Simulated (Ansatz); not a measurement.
In doubt: masses and optical values from hybrid runs of this build are listed as unsure (in some of the runs), which bears on the screening that GW takes from such a start.

Consider Sr2SiS4 (P2_1/m).

```cif
data_structure
_symmetry_space_group_name_H-M 'P 1'
_symmetry_Int_Tables_number 1
_cell_length_a 6.6087
_cell_length_b 6.6595
_cell_length_c 8.2623
_cell_angle_alpha 90.000
_cell_angle_beta 108.216
_cell_angle_gamma 90.000
_cell_volume 345.41
loop_
_atom_site_label
_atom_site_type_symbol
_atom_site_fract_x
_atom_site_fract_y
_atom_site_fract_z
_atom_site_occupancy
Sr1 Sr 0.28367 0.75000 0.95181 1
Sr2 Sr 0.71633 0.25000 0.04819 1
Sr3 Sr 0.22483 0.75000 0.42926 1
Sr4 Sr 0.77517 0.25000 0.57074 1
Si5 Si 0.72130 0.75000 0.79685 1
Si6 Si 0.27870 0.25000 0.20315 1
S7 S 0.88645 0.75000 0.06158 1
S8 S 0.11355 0.25000 0.93842 1
S9 S 0.91690 0.75000 0.63567 1
S10 S 0.08310 0.25000 0.36433 1
S11 S 0.51038 0.50197 0.73725 1
S12 S 0.48962 0.00197 0.26275 1
S13 S 0.48962 0.49803 0.26275 1
S14 S 0.51038 0.99803 0.73725 1
```

The cell and positions are those that the Materials Project relaxed with its own functionals (PBE, PBE+U or r2SCAN), kept fixed. PAW set soft_2, made with PBE.

Gaps computed with Ansatz 0.2.0 without a self-energy: HSE06 3.97 eV, r2SCAN 3.40 eV and PBE0 4.69 eV.

Question: Estimate the G0W0@HSE06 gap with 2×2×2 mesh, 420 empty bands, screening to 66 eV, default PAW files.

About 4.70 eV: on its mesh the run moves the gap from 3.97 eV by +0.74 eV. Among the scalar-relativistic levels given, PBE0 is nearest (−0.01 eV). Bands and cutoff are finite, so the gap is not at the basis limit. The miss can reach some tenths of an eV and take either sign; the mesh is an error of its own. The 2×2×2 mesh is coarse for this cell (its supercell is 13 Å along the shortest edge). The RPA ε∞ on it, from the HSE06 start, is 3.72, 3.75 and 3.99; such meshes misread the long-range screening, most where the gap is narrow. The many-body steps are scalar-relativistic: spin-orbit coupling is not in them.

[Paths, hosts, dates, memory and timing lines, banners, echoed tables and standing remarks are left out of the program output.]

[Logs are printed without paths, hosts, clocks, repeated set-up lines and the standing remarks that a program may print on its own settings, such as how far it seeks lower states.]

[Runs of the session that timed out or met a known fault of the program may be left out.]

[Cells called generated may have been cut or substituted from an entry of the Crystallography Open Database or the Materials Project.]

[Hosts, paths, dates, database ids (printed as entryN), source tags and the programs' standing remarks are cut or masked in the printed files.]
